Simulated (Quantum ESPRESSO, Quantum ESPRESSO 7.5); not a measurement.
**Ba(100), 5 layers: cutoff convergence**

Which setting serves for Ba(100), 5 layers? The runs below step through one kind of setting.

Program: Quantum ESPRESSO 7.5. Level of theory: plane-wave DFT, PBE, SSSP efficiency pseudopotentials. Results are calculated unless marked as measured.

### 1. Set-up

The cell holds 5 atoms: 5 Ba. Its edges and angles: a = 5.020 Å, b = 5.020 Å, c = 26.040 Å, α = 90.0°, β = 90.0°, γ = 90.0°. It derives from Ba. Vacuum lies along c.

### 2. Ground state: ecutwfc 68 Ry, ecutrho 544 Ry

The first run is the reference of the series.

Contents of c0.in:

```
&control
  prefix = 'c0'
  outdir = './out'
  pseudo_dir = './pseudo'
  calculation = 'scf'
  tprnfor = .true.
/
&system
  ibrav = 0
  nat = 5
  ntyp = 1
  ecutwfc = 68
  ecutrho = 544
  occupations = 'smearing'
  smearing = 'mv'
  degauss = 0.02
  assume_isolated = 'esm'
  esm_bc = 'bc1'
/
&electrons
  conv_thr = 1e-07
  mixing_beta = 0.4
  electron_maxstep = 120
  mixing_mode = 'local-TF'
/
ATOMIC_SPECIES
  Ba  137.3270  Ba.pbe-spn-kjpaw_psl.1.0.0.UPF
CELL_PARAMETERS angstrom
  5.02000000000000 0.00000000000000 0.00000000000000
  0.00000000000000 5.02000000000000 0.00000000000000
  0.00000000000000 0.00000000000000 26.04000000000000
ATOMIC_POSITIONS crystal
  Ba  0.000000000000 0.000000000000 -0.192780337942
  Ba  0.500000000000 0.500000000000 -0.096390168971
  Ba  0.000000000000 0.000000000000 0.000000000000
  Ba  0.500000000000 0.500000000000 0.096390168971
  Ba  0.000000000000 0.000000000000 0.192780337942
K_POINTS automatic
  6 6 1 0 0 0
```

On the command line:

```console
OMP_NUM_THREADS=1 mpirun -n 4 pw.x -nk 2 -in c0.in > c0.out
```

What it wrote:

```text
Program PWSCF v.7.5 starts
[citation notice left out]

     Parallel version (MPI & OpenMP), running on       4 processor cores
     Number of MPI processes:                 4
     Threads/MPI process:                     1

     MPI processes distributed on     1 nodes
[...]
Current dimensions of program PWSCF are:
     Max number of different atomic species (ntypx) = 10
     Max number of k-points (npk) =  40000
     Max angular momentum in pseudopotentials (lmaxx) =  4
     file Ba.pbe-spn-kjpaw_psl.1.0.0.UPF: wavefunction(s)  5S 6S renormalized
     Message from routine setup:
     using ibrav=0 with symmetry is DISCOURAGED, use correct ibrav instead

     K-points division:     npool     =       2
     R & G space division:  proc/nbgrp/npool/nimage =       2
     Subspace diagonalization in iterative solution of the eigenvalue problem:
     a serial algorithm will be used

     Parallelization info
     --------------------
     sticks:   dense  smooth     PW     G-vecs:    dense   smooth      PW
     Min        1946     970    275               474376   167730   24764
     Max        1947     971    278               474393   167741   24765
     Sum        3893    1941    553               948769   335471   49529

     Using Slab Decomposition

     bravais-lattice index     =            0
     lattice parameter (alat)  =       9.4864  a.u.
     unit-cell volume          =    4428.3814 (a.u.)^3
     number of atoms/cell      =            5
     number of atomic types    =            1
     number of electrons       =        50.00
     number of Kohn-Sham states=           30
     kinetic-energy cutoff     =      68.0000  Ry
     charge density cutoff     =     544.0000  Ry
     scf convergence threshold =      1.0E-07
     mixing beta               =       0.4000
     number of iterations used =            8  local-TF  mixing
     Exchange-correlation= SLA  PW   PBX  PBC
                           (   1   4   3   4   0   0   0)

     Effective Screening Medium Method
     =================================
     Boundary Conditions: Vacuum-Slab-Vacuum
     total charge in unit cell        =   0.0000
     grid points for fit at edges     =        4

     celldm(1)=   9.486425  celldm(2)=   0.000000  celldm(3)=   0.000000
     celldm(4)=   0.000000  celldm(5)=   0.000000  celldm(6)=   0.000000

     crystal axes: (cart. coord. in units of alat)
               a(1) = (   1.000000   0.000000   0.000000 )
               a(2) = (   0.000000   1.000000   0.000000 )
               a(3) = (   0.000000   0.000000   5.187251 )

     reciprocal axes: (cart. coord. in units 2 pi/alat)
               b(1) = (  1.000000  0.000000  0.000000 )
               b(2) = (  0.000000  1.000000  0.000000 )
               b(3) = (  0.000000  0.000000  0.192780 )

     PseudoPot. # 1 for Ba read from file:
     ./pseudo/Ba.pbe-spn-kjpaw_psl.1.0.0.UPF
     Pseudo is Projector augmented-wave + core cor, Zval = 10.0
     Generated using "atomic" code by A. Dal Corso  v.5.1
     Shape of augmentation charge: PSQ
     Using radial grid of 1251 points,  7 beta functions with:
                l(1) =   0
                l(2) =   0
                l(3) =   0
                l(4) =   1
                l(5) =   1
                l(6) =   2
                l(7) =   2
     Q(r) pseudized with 0 coefficients

     atomic species   valence    mass     pseudopotential
     Ba               10.00   137.32700     Ba( 1.00)

     16 Sym. Ops., with inversion, found

   Cartesian axes

     site n.     atom                  positions (alat units)
         1        Ba     tau(   1) = (   0.0000000   0.0000000  -1.0000000  )
         2        Ba     tau(   2) = (   0.5000000   0.5000000  -0.5000000  )
         3        Ba     tau(   3) = (   0.0000000   0.0000000   0.0000000  )
         4        Ba     tau(   4) = (   0.5000000   0.5000000   0.5000000  )
         5        Ba     tau(   5) = (   0.0000000   0.0000000   1.0000000  )

     number of k points=    10  Marzari-Vanderbilt smearing, width (Ry)=  0.0200
                       cart. coord. in units 2pi/alat
        k(    1) = (   0.0000000   0.0000000   0.0000000), wk =   0.0555556
        k(    2) = (   0.0000000   0.1666667   0.0000000), wk =   0.2222222
        k(    3) = (   0.0000000   0.3333333   0.0000000), wk =   0.2222222
        k(    4) = (   0.0000000  -0.5000000   0.0000000), wk =   0.1111111
        k(    5) = (   0.1666667   0.1666667   0.0000000), wk =   0.2222222
        k(    6) = (   0.1666667   0.3333333   0.0000000), wk =   0.4444444
        k(    7) = (   0.1666667  -0.5000000   0.0000000), wk =   0.2222222
        k(    8) = (   0.3333333   0.3333333   0.0000000), wk =   0.2222222
        k(    9) = (   0.3333333  -0.5000000   0.0000000), wk =   0.2222222
        k(   10) = (  -0.5000000  -0.5000000   0.0000000), wk =   0.0555556

     Dense  grid:   948769 G-vectors     FFT dimensions: (  72,  72, 375)

     Smooth grid:   335471 G-vectors     FFT dimensions: (  50,  50, 270)

     Estimated max dynamical RAM per process >       1.12 GB

     Estimated total dynamical RAM >       4.25 GB

     Initial potential from superposition of free atoms

     starting charge      49.9150, renormalised to      50.0000

     negative rho (up, down):  2.759E-04 0.000E+00
     Starting wfcs are   25 randomized atomic wfcs +    5 random wfcs
     Checking if some PAW data can be deallocated...

     total cpu time spent up to now is        4.0 secs

     per-process dynamical memory:   281.1 Mb

     Self-consistent Calculation

     iteration #  1     ecut=    68.00 Ry     beta= 0.40
     Davidson diagonalization with overlap
     ethr =  1.00E-02,  avg # of iterations = 13.7

     negative rho (up, down):  3.566E-08 0.000E+00

     total cpu time spent up to now is       16.0 secs

     total energy              =   -2180.36963207 Ry
     estimated scf accuracy    <       0.68837030 Ry

     iteration #  2     ecut=    68.00 Ry     beta= 0.40
[...]
c_bands:  2 eigenvalues not converged
[...]
total energy              =   -2180.74257792 Ry
     estimated scf accuracy    <       0.35170019 Ry

     iteration #  3     ecut=    68.00 Ry     beta= 0.40
[...]
total energy              =   -2180.72637239 Ry
     estimated scf accuracy    <       0.18159865 Ry

     iteration #  4     ecut=    68.00 Ry     beta= 0.40
[...]
c_bands:  2 eigenvalues not converged
     c_bands:  2 eigenvalues not converged
[...]
total energy              =   -2180.82493782 Ry
     estimated scf accuracy    <       0.01327884 Ry

     iteration #  8     ecut=    68.00 Ry     beta= 0.40
[...]
c_bands:  1 eigenvalues not converged
     c_bands:  2 eigenvalues not converged
     c_bands:  1 eigenvalues not converged
[...]
total energy              =   -2180.82458137 Ry
     estimated scf accuracy    <       0.00993423 Ry

     iteration #  9     ecut=    68.00 Ry     beta= 0.40
[...]
c_bands:  1 eigenvalues not converged
[...]
total energy              =   -2180.82694096 Ry
     estimated scf accuracy    <       0.02989889 Ry

     iteration # 10     ecut=    68.00 Ry     beta= 0.40
[...]
total energy              =   -2180.82728445 Ry
     estimated scf accuracy    <       0.03888124 Ry

     iteration # 11     ecut=    68.00 Ry     beta= 0.40
[...]
total energy              =   -2180.82426749 Ry
     estimated scf accuracy    <       0.03944974 Ry

     iteration # 12     ecut=    68.00 Ry     beta= 0.40
[...]
negative rho (up, down):  1.489E-02 0.000E+00

[...]
total energy              =   -2180.82311429 Ry
     estimated scf accuracy    <       0.00698633 Ry

[... 42 further iterations ...]
     iteration # 55     ecut=    68.00 Ry     beta= 0.40
[...]
negative rho (up, down):  4.364E-05 0.000E+00

[...]
total energy              =   -2180.82870383 Ry
     estimated scf accuracy    <       0.00001491 Ry

     iteration # 56     ecut=    68.00 Ry     beta= 0.40
[...]
negative rho (up, down):  4.835E-05 0.000E+00

[...]
total energy              =   -2180.82870363 Ry
     estimated scf accuracy    <       0.00001860 Ry

     iteration # 57     ecut=    68.00 Ry     beta= 0.40
[...]
negative rho (up, down):  5.782E-05 0.000E+00

[...]
total energy              =   -2180.82870325 Ry
     estimated scf accuracy    <       0.00001467 Ry

     iteration # 58     ecut=    68.00 Ry     beta= 0.40
[...]
negative rho (up, down):  6.411E-05 0.000E+00

[...]
total energy              =   -2180.82870050 Ry
     estimated scf accuracy    <       0.00002377 Ry

     iteration # 59     ecut=    68.00 Ry     beta= 0.40
[...]
negative rho (up, down):  6.161E-06 0.000E+00

[...]
total energy              =   -2180.82870929 Ry
     estimated scf accuracy    <       0.00000314 Ry

     iteration # 60     ecut=    68.00 Ry     beta= 0.40
[...]
negative rho (up, down):  9.188E-06 0.000E+00

[...]
total energy              =   -2180.82870946 Ry
     estimated scf accuracy    <       0.00000042 Ry

     iteration # 61     ecut=    68.00 Ry     beta= 0.40
[...]
c_bands:  1 eigenvalues not converged
     c_bands:  1 eigenvalues not converged
[...]
negative rho (up, down):  5.272E-06 0.000E+00

[...]
total energy              =   -2180.82871173 Ry
     estimated scf accuracy    <       0.00000117 Ry

     iteration # 62     ecut=    68.00 Ry     beta= 0.40
[...]
negative rho (up, down):  3.613E-06 0.000E+00

[...]
total energy              =   -2180.82871260 Ry
     estimated scf accuracy    <       0.00000042 Ry

     iteration # 63     ecut=    68.00 Ry     beta= 0.40
[...]
negative rho (up, down):  4.568E-06 0.000E+00

[...]
total energy              =   -2180.82871204 Ry
     estimated scf accuracy    <       0.00000019 Ry

     iteration # 64     ecut=    68.00 Ry     beta= 0.40
[...]
negative rho (up, down):  8.555E-06 0.000E+00

[...]
End of self-consistent calculation

          k = 0.0000 0.0000 0.0000 ( 42057 PWs)   bands (ev):

   -31.8799 -31.8799 -31.2251 -31.1720 -31.1602 -17.0793 -17.0792 -16.9706
   -16.9706 -16.9703 -16.9703 -16.4848 -16.4425 -16.4425 -16.4032 -16.2947
   -16.2947 -16.2584 -16.2132 -16.2132  -4.9041  -4.3576  -3.5567  -2.8628
    -2.7905  -2.7794  -2.4353  -1.7648  -1.6448  -1.6102

          k = 0.0000 0.1667 0.0000 ( 41985 PWs)   bands (ev):

   -31.8791 -31.8791 -31.2217 -31.1714 -31.1623 -17.0797 -17.0795 -16.9918
   -16.9918 -16.9669 -16.9667 -16.4949 -16.4860 -16.4280 -16.3652 -16.3327
   -16.2951 -16.2323 -16.2294 -16.2273  -4.6608  -4.1528  -3.4196  -2.7875
    -2.6834  -2.6115  -2.3164  -1.8134  -1.6100  -1.5424

          k = 0.0000 0.3333 0.0000 ( 41955 PWs)   bands (ev):

   -31.8776 -31.8776 -31.2140 -31.1702 -31.1676 -17.0818 -17.0801 -17.0334
   -17.0327 -16.9595 -16.9595 -16.5493 -16.5051 -16.3894 -16.3587 -16.3490
   -16.2960 -16.2653 -16.2507 -16.2146  -4.0117  -3.6474  -3.1996  -2.8496
    -2.6408  -2.2845  -1.9834  -1.7760  -1.5995  -1.3735

          k = 0.0000-0.5000 0.0000 ( 41936 PWs)   bands (ev):

   -31.8768 -31.8768 -31.2093 -31.1711 -31.1697 -17.0835 -17.0804 -17.0539
   -17.0523 -16.9559 -16.9559 -16.5706 -16.5203 -16.3715 -16.3538 -16.3445
   -16.3006 -16.2965 -16.2494 -16.2140  -3.2265  -3.2212  -3.2019  -3.0909
    -3.0331  -2.0404  -1.9596  -1.6351  -1.5443  -1.4259

          k = 0.1667 0.1667 0.0000 ( 41959 PWs)   bands (ev):

   -31.8784 -31.8784 -31.2188 -31.1708 -31.1640 -17.0788 -17.0782 -16.9895
   -16.9890 -16.9879 -16.9877 -16.4884 -16.4854 -16.4714 -16.3365 -16.3359
   -16.3111 -16.2658 -16.2232 -16.2185  -4.4308  -3.9419  -3.2436  -2.6209
    -2.5210  -2.4884  -2.2609  -1.8257  -1.6467  -1.6361

          k = 0.1667 0.3333 0.0000 ( 41932 PWs)   bands (ev):

   -31.8769 -31.8769 -31.2123 -31.1696 -31.1679 -17.0779 -17.0763 -17.0307
   -17.0301 -16.9820 -16.9816 -16.5430 -16.4917 -16.4562 -16.3482 -16.3342
   -16.3134 -16.2815 -16.2315 -16.2266  -3.8260  -3.4240  -2.9458  -2.6018
    -2.4656  -2.2683  -1.9841  -1.8267  -1.7506  -1.6466

[...]
the Fermi energy is    -2.3619 ev

!    total energy              =   -2180.82871049 Ry
     total all-electron energy =    -81356.294303 Ry
     estimated scf accuracy    <       0.00000002 Ry
     smearing contrib. (-TS)   =      -0.00059493 Ry
     internal energy E=F+TS    =   -2180.82811556 Ry

     The total energy is F=E-TS. E is the sum of the following terms:
     one-electron contribution =    2673.08408532 Ry
     hartree contribution      =   -1337.06763947 Ry
     xc contribution           =    -100.63730465 Ry
     ewald contribution        =   -1541.46421031 Ry
     one-center paw contrib.   =   -1874.74304645 Ry

     convergence has been achieved in  64 iterations

     negative rho (up, down):  8.555E-06 0.000E+00

     Forces acting on atoms (cartesian axes, Ry/au):

     atom    1 type  1   force =     0.00000000    0.00000000   -0.00306151
     atom    2 type  1   force =     0.00000000    0.00000000    0.00410817
     atom    3 type  1   force =     0.00000000    0.00000000    0.00000000
     atom    4 type  1   force =     0.00000000    0.00000000   -0.00410817
     atom    5 type  1   force =     0.00000000    0.00000000    0.00306151

     Total force =     0.007246     Total SCF correction =     0.000040

[...]
=------------------------------------------------------------------------------=
   JOB DONE.
=------------------------------------------------------------------------------=
[...]
```

It took 9.6 min on 4 MPI ranks of Arm Neoverse V2, shared host; peak memory 4.2 GiB; 38 min of CPU time.

Numbers from this step:

- free energy: -29671.6862 eV
- Fermi energy: -2.362 eV
- vacuum line at the lower end of the cell, over the Fermi level: 2.362 eV
- vacuum line at the upper end of the cell, over the Fermi level: 2.362 eV

Electrostatic potential energy of an electron; zero at the Fermi level. Table of potential energy, planar mean by z:

```tsv
z (Å)	potential energy, planar mean (eV)
-12.5	2.36
-12.0	2.36
-11.5	2.36
-11.0	2.36
-10.5	2.36
-10.0	2.36
-9.5	2.35
-9.0	2.34
-8.5	2.31
-8.0	2.25
-7.5	2.10
-7.0	1.78
-6.5	1.07
-6.0	-0.671
-5.5	-5.41
-5.0	-8.77
-4.5	-5.12
-4.0	-1.11
-3.5	-1.04
-3.0	-5.02
-2.5	-8.29
-2.0	-4.82
-1.5	-0.946
-1.0	-1.02
-0.5	-5.04
0.0	-8.43
0.5	-5.04
1.0	-1.02
1.5	-0.946
2.0	-4.82
2.5	-8.29
3.0	-5.02
3.5	-1.04
4.0	-1.11
4.5	-5.12
5.0	-8.77
5.5	-5.41
6.0	-0.671
6.5	1.07
7.0	1.78
7.5	2.10
8.0	2.25
8.5	2.31
9.0	2.34
9.5	2.35
10.0	2.36
10.5	2.36
11.0	2.36
11.5	2.36
12.0	2.36
12.5	2.36
```

The program's own clock; routines nest. Time by routine:

```tsv
routine	wall time (s)	calls
PWSCF	576.9	1
electrons	570.5	1
c_bands	317.3	64
cegterg	268.2	320
h_psi	205.6	2116
fftw	187.2	57544
vloc_psi	168.2	2116
sum_band	99.89	64
mix_rho	58.88	64
newd	51.26	65
ffts	34.05	6984
calbec	25.45	2456
v_of_rho	24.92	65
add_vuspsi	18.43	2116
```

The vacuum levels are read from the outermost 0.7 Å of the cell on either side.

The run needed 64 iterations to bring the estimated error under 1e-07 Ry; the largest force on any atom, held or free, is 0.11 eV/Å.

Inside the slab this potential holds the local part of the pseudopotentials, which can be repulsive at the nuclei; only its value in the vacuum has a meaning of its own.

[end of part 1 of 3]

[Logs are printed without paths, hosts, clocks, repeated set-up lines and the standing remarks that a program may print on its own settings, such as how far it seeks lower states.]

[Hosts, paths, dates, database ids (printed as entryN), source tags and the programs' standing remarks are cut or masked in the printed files.]

[Maps of the electrostatic potential energy from Ansatz leave out the sawtooth potential of an applied field or a dipole correction, so their vacuum need not be flat; planar profiles and work functions include it.]
